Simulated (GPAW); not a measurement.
# Optical response of ZnAu

Aim: the dielectric function of ZnAu, and the optical constants that follow from it.

Program: GPAW 26.7.0. Level of theory: DFT, PBE, plane-wave PAW (GPAW data sets), scalar-relativistic, RPA, optical limit. Results are calculated unless marked as measured.

**1. The starting structure**

The structure is cubic, space group Pm-3m (No. 221). Conventional cell: a = 3.147 Å, b = 3.147 Å, c = 3.147 Å, α = 90.00°, β = 90.00°, γ = 90.00°. Au has 8 Zn at 2.73 Å nearest. Nearest to Zn lie 8 Au at 2.73 Å. Farther neighbours are not listed.

Coordinates:

```cif
data_structure
_symmetry_space_group_name_H-M 'P 1'
_symmetry_Int_Tables_number 1
_cell_length_a 3.1470
_cell_length_b 3.1470
_cell_length_c 3.1470
_cell_angle_alpha 90.000
_cell_angle_beta 90.000
_cell_angle_gamma 90.000
_cell_volume 31.17
loop_
_atom_site_label
_atom_site_type_symbol
_atom_site_fract_x
_atom_site_fract_y
_atom_site_fract_z
_atom_site_occupancy
Au1 Au 0.00000 0.00000 0.00000 1
Zn2 Zn 0.50000 0.50000 0.50000 1
```

**2. Bands for the response**

At the fixed density, many empty bands are solved on the mesh of the response, since the spectrum sums over them.

This step: DFT, PBE, plane-wave PAW (GPAW data sets), scalar-relativistic, bands at fixed density (GPAW 26.7.0).

Contents of nscf.py:

```python
from ase.dft.bandgap import bandgap
from gpaw import GPAW, FermiDirac

calc = GPAW('gs.gpw').fixed_density(kpts={'size': (14, 14, 14), 'gamma': True}, nbands=35, convergence={'bands': 29},
                                    occupations=FermiDirac(0.05), txt='nscf.txt')
print('gap (eV)', bandgap(calc, output=None)[0])
print('direct gap (eV)', bandgap(calc, direct=True, output=None)[0])
print('top band over the Fermi level (eV)', min(calc.get_eigenvalues(kpt=k)[28] for k in range(len(calc.get_ibz_k_points()))) - calc.get_fermi_level())
calc.write('full.gpw', mode='all')
```

Command:

```
$ OMP_NUM_THREADS=1 python nscf.py
```

Numbers of over 12 decimals in the logs are rounded to 6 here.

Output:

```text
Diagonalizing LCAO Hamiltonian
Converting LCAO to pw mode
convergence criteria:
- Maximum integral of absolute [eigenst]ate change: 4e-08 eV^2 / valence electron
maximum number of iterations: 150

SCF iterations
|iter     |      energy | eigst |  dens |
|iter:   1||             | +2.99 |       |
|iter:   2||             | +1.59 |       |
|iter:   3||             | +0.18 |       |
|iter:   4||             | -0.99 |       |
|iter:   5||             | -2.10 |       |
|iter:   6||             | -3.04 |       |
|iter:   7||             | -4.05 |       |
|iter:   8||             | -4.88 |       |
|iter:   9||             | -5.78 |       |
|iter:  10||             | -6.58 |       |
|iter:  11||             | -7.22 |       |
|iter:  12||             | -7.71c|       |
SCF steps: 12
  __  _  _
 | _ |_)|_||  |
 |__||  | ||/\| - 26.7.0

Versions:
  Python: 3.12.14
  ASE:    3.29.0
  Numpy:  2.5.5
  Scipy:  1.18.1
  Libxc:  7.0.0

Input parameters:
  mode=PW(ecut=500.0),
  convergence={'bands': 29},
  gpts=array([18, 18, 18]),
  kpts=MonkhorstPack(size=(14, 14, 14), gamma=True),
  maxiter=150,
  nbands=35,
  occupations=Occupations(name='fermi-dirac', width=0.05, fixmagmom=False),
  parallel={},
  xc=XC(name='PBE')

--- standard output ---
gap (eV) 0.0
direct gap (eV) 0.0
top band over the Fermi level (eV) 30.260076
```

The job ended after 76 s (1 thread of Arm Neoverse V1, shared host; peak memory 0.21 GiB).

**3. Dielectric function, RPA**

Transitions between filled and empty bands, summed over the zone, give the optical response, so mesh, band count and broadening shape it.

The induced potential is part of this response.

This step: DFT, PBE, plane-wave PAW (GPAW data sets), scalar-relativistic, RPA, optical limit (GPAW 26.7.0).

Contents of df.py:

```python
from gpaw.response.df import DielectricFunction

df = DielectricFunction('full.gpw', frequencies={'type': 'nonlinear', 'domega0': 0.03, 'omega2': 8},
                        ecut=50,
                        eta=0.15,
                        nbands=29,
                        rate=0.05,
                        txt='df.txt')
for direction in ['x']:
    df.get_dielectric_function(xc='RPA', direction=direction, filename=f'df_{direction}.csv')
```

Command:

```
$ OMP_NUM_THREADS=1 python df.py
```

Output:

```text
Using integrator: PointIntegrator
NonLinearFrequencyDescriptor(from 0.000 to 46.548 eV, 456 points)
Nonperiodic BCs:  [False False False]
Using integrator: PointIntegrator
NonLinearFrequencyDescriptor(from 0.000 to 46.548 eV, 456 points)
Nonperiodic BCs:  [False False False]
Using integrator: PointIntegrator

Calculating chi0 body with:
    Ground state adapter containing:
    Number of spins: 1
    Number of kpoints: 2744
    Number of irreducible kpoints: 120
    Number of completely occupied states: 10
    Number of partially occupied states: 13

    Linear response parametrization:
    q_c: [0.0, 0.0, 0.0]
    Number of frequency points: 456
    Planewave cutoff: 50.0
    Number of bands: 29
    Number of planewaves: 27
    Broadening (eta): 0.15

Integrating chi0 body.

Symmetries of q_c:
    Direct symmetries (Uq -> q): 48
    Indirect symmetries (TUq -> q): 0
In total 48 allowed symmetries.

120 groups of equivalent kpoints. 95.626822% reduction.

Integral kind: spectral function

Calculating chi0 optical extensions with:
    Ground state adapter containing:
    Number of spins: 1
    Number of kpoints: 2744
    Number of irreducible kpoints: 120
    Number of completely occupied states: 10
    Number of partially occupied states: 13

    Linear response parametrization:
    Number of frequency points: 456
    Planewave cutoff: 50.0
    Number of bands: 29
    Number of planewaves: 27
    Broadening (eta): 0.15
Integrating chi0 head and wings.

Symmetries of q_c:
    Direct symmetries (Uq -> q): 48
    Indirect symmetries (TUq -> q): 0
In total 48 allowed symmetries.

120 groups of equivalent kpoints. 95.626822% reduction.

Integral kind: spectral function wings

Calculating drude chi0 with:
    Number of frequency points:456
    Plasma frequency decay rate: 0.05 eV

    Ground state adapter containing:
    Number of spins: 1
    Number of kpoints: 2744
    Number of irreducible kpoints: 120
    Number of completely occupied states: 10
    Number of partially occupied states: 13

Symmetries of q_c:
    Direct symmetries (Uq -> q): 48
    Indirect symmetries (TUq -> q): 0
In total 48 allowed symmetries.

120 groups of equivalent kpoints. 95.626822% reduction.

Integral kind: intraband
Plasma frequency:
[[9.25-0.j 0.  +0.j 0.  +0.j]
 [0.  -0.j 9.25-0.j 0.  +0.j]
 [0.  +0.j 0.  +0.j 9.25-0.j]]
```

Elapsed: 15 s, on 1 thread; peak memory 0.26 GiB.

The Im ε, E ∥ x has structure finer than the step of the table below, so its rows give means over 0.5 eV, whole bins alone (the curve runs from 0.305 to 14.0 eV). Peaks (eV: height): 1.95: 17.4, 2.66: 14.6.

Sum at mesh points, not converged in k. Im ε, E ∥ x against photon energy; means over each step:

photon energy (eV), Im ε, E ∥ x and a bar:
```
      1.0         25 ##############################
      1.5          9 #########
      2.0         16 ##################
      2.5         13 ##############
      3.0         10 ############
      3.5          6 ######
      4.0          3 ##
      4.5          4 ###
      5.0          4 ###
      5.5          3 ##
      6.0          3 ##
      6.5          3 ##
      7.0          3 ###
      7.5          3 ##
      8.0          3 ##
      8.5          3 ##
      9.0          3 ##
      9.5          2 #
     10.0          2 #
     10.5          2 #
     11.0          2 #
     11.5          2 
     12.0          1 
     12.5          1 
     13.0          1 
     13.5          1
```

Values under 1 per cm are given as 1; sum at mesh points, not converged in k. Table of absorption coefficient, E ∥ x by photon energy:

```
photon energy (eV)  absorption coefficient, E ∥ x (1/cm)
             0.492                                 8.8e5
             1.010                                 9.4e5
             1.486                                 8.5e5
             1.985                                 8.6e5
             2.508                                 8.8e5
             3.018                                 1.2e6
             3.510                                 1.2e6
             3.980                                 1.0e6
             4.516                                 9.1e5
             4.981                                 1.0e6
             5.515                                 8.9e5
             6.021                                 9.0e5
             6.494                                 9.3e5
             6.985                                 1.0e6
             7.496                                 1.0e6
             8.026                                 1.2e6
             8.516                                 1.2e6
             9.023                                 1.3e6
             9.483                                 1.3e6
            10.026                                 1.2e6
            10.519                                 1.3e6
            11.029                                 1.2e6
            11.479                                 1.3e6
            12.023                                 1.2e6
            12.504                                 1.1e6
            13.000                                 1.1e6
            13.512                                 1.2e6
```

The Im ε, E ∥ x has structure finer than the step of the table below, so its rows give means over 0.5 eV, whole bins alone (the curve runs from 0.305 to 14.0 eV). Peaks (eV: height): without local fields 1.91: 17.6, 2.66: 14.6; with local fields 1.95: 17.4, 2.66: 14.6.

Sum at mesh points, not converged in k. Table of Im ε, E ∥ x by photon energy; means over each step:

```
photon energy (eV)  without local fields  with local fields
               1.0                  25.3               25.3
               1.5                  8.75               8.71
               2.0                  15.8               15.7
               2.5                  12.6               12.6
               3.0                  10.1               10.5
               3.5                  5.68               6.00
               4.0                  3.15               3.10
               4.5                  3.67               3.61
               5.0                  3.64               3.62
               5.5                  2.79               2.69
               6.0                  3.10               2.97
               6.5                  3.33               3.20
               7.0                  3.41               3.25
               7.5                  3.30               3.11
               8.0                  3.25               3.11
               8.5                  3.03               2.91
               9.0                  2.81               2.72
               9.5                  2.34               2.30
              10.0                  2.02               1.95
              10.5                  1.89               1.81
              11.0                  1.70               1.64
              11.5                  1.57               1.51
              12.0                  1.36               1.29
              12.5                  1.31               1.24
              13.0                  1.31               1.21
              13.5                  1.33               1.22
```

Sum at mesh points, not converged in k. The reflectivity at normal incidence, E ∥ x by photon energy; read off at these points:

photon energy (eV), reflectivity at normal incidence, E ∥ x (%) and a bar from the least value:
```
    0.500       95.9 ##############################
    0.750       95.1 ##############################
    1.000       94.8 ##############################
    1.250       94.2 #############################
    1.500       92.0 ############################
    1.750       75.1 ######################
    2.000       70.8 ####################
    2.250       75.2 ######################
    2.500       64.7 ##################
    2.750       67.3 ###################
    3.000       74.7 ######################
    3.250       68.9 ###################
    3.500       77.7 #######################
    3.636       79.2 #######################
    3.750       77.5 #######################
    4.000       72.3 #####################
    4.250       62.9 #################
    4.500       51.2 ############
    4.750       50.1 ############
    5.000       52.9 #############
    5.250       52.3 #############
    5.500       45.0 ##########
    5.750       36.2 #######
    6.000       35.5 ######
    6.250       31.3 #####
    6.500       31.0 ####
    6.750       31.4 #####
    7.000       31.4 #####
    7.250       32.1 #####
    7.500       29.6 ####
    7.750       30.9 ####
    8.000       31.4 #####
    8.250       31.6 #####
    8.500       31.5 #####
    8.750       32.0 #####
    9.000       34.7 ######
    9.250       34.0 ######
    9.500       35.7 ######
    9.549       35.9 ######
    9.750       34.8 ######
   10.000       32.5 #####
   10.250       31.0 ####
   10.500       32.6 #####
   10.750       30.2 ####
   11.000       30.1 ####
   11.250       28.3 ###
   11.500       30.1 ####
   11.750       29.0 ####
   12.000       27.3 ###
   12.250       25.4 ##
   12.500       22.0 #
   12.750       22.1 #
   13.000       22.1 #
   13.250       19.6 
   13.500       20.6 
   13.750       21.1 #
```

Sum at mesh points, not converged in k. The loss function −Im 1/ε at q → 0, E ∥ x by energy loss; read off at these points:

energy loss (eV), loss function −Im 1/ε at q → 0, E ∥ x and a bar:
```
     0.50      0.001 
     1.00      0.003 
     1.50      0.008 
     2.00      0.034 #
     2.50      0.053 ##
     3.00      0.036 #
     3.50      0.038 #
     4.00      0.071 ##
     4.50      0.161 ######
     5.00      0.151 #####
     5.50      0.247 #########
     6.00      0.288 ##########
     6.50      0.298 ###########
     7.00      0.294 ##########
     7.50      0.315 ###########
     8.00      0.296 ###########
     8.50      0.323 ###########
     9.00      0.316 ###########
     9.50      0.347 ############
    10.00      0.433 ###############
    10.50      0.459 ################
    11.00      0.526 ###################
    11.50      0.545 ###################
    12.00      0.682 ########################
    12.50      0.785 ############################
    13.00      0.798 ############################
    13.17      0.842 ##############################
    13.50      0.772 ############################
```

From ε follow the optical constants at some laser and lamp lines:

```
wavelength (nm)     n       k  R (%)     1/α
           1550  1.78  11.837   95.2   10 nm
            800  0.70   5.233   90.7   12 nm
            633  2.03   4.280   70.5   12 nm
            450  1.85   3.815   67.4  9.4 nm
            405  1.13   3.652   74.7  8.8 nm
            248  0.92   2.031   52.9  9.7 nm
            193  1.12   1.419   31.2   11 nm
```

A polished face would reflect 72 % of daylight and look light grey (CIE x = 0.319, y = 0.338 under D65).

**4. What came out**

What this shows: At this level (PBE, RPA) ZnAu is a metal. The mesh is too coarse to trust the carriers' weight, the reflectivity or the colour to better than tens of per cent. A polished face would reflect 72 % of daylight and look light grey (CIE x = 0.319, y = 0.338 under D65). The carriers' damping of 0.05 eV is typed, not computed; it shapes the response at the lowest energies. Spin-orbit coupling is left out although heavy atoms are present. In this version of GPAW the matrix elements of the optical limit are incomplete, which can lower ε − 1 by up to a tenth where first-row anions or d states rule, and shift it by more in d metals. GPAW's carrier term has the form −ωp²/(ω + i·rate)², which damps like twice the rate and fails at low energy, so the curves leave the lowest energies out. The sum runs over mesh points 0.14 Å⁻¹ apart with no interpolation, so peaks are partly noise of the mesh, and the Drude plasma energy, a sum over the Fermi surface, isn't converged.

[Machine, clock and banner lines and Python warnings are left out of the logs.]

[Logs are printed without paths, hosts, clocks, repeated set-up lines and the standing remarks that a program may print on its own settings, such as how far it seeks lower states.]

[Hosts, paths, dates, database ids (printed as entryN), source tags and the programs' standing remarks are cut or masked in the printed files.]
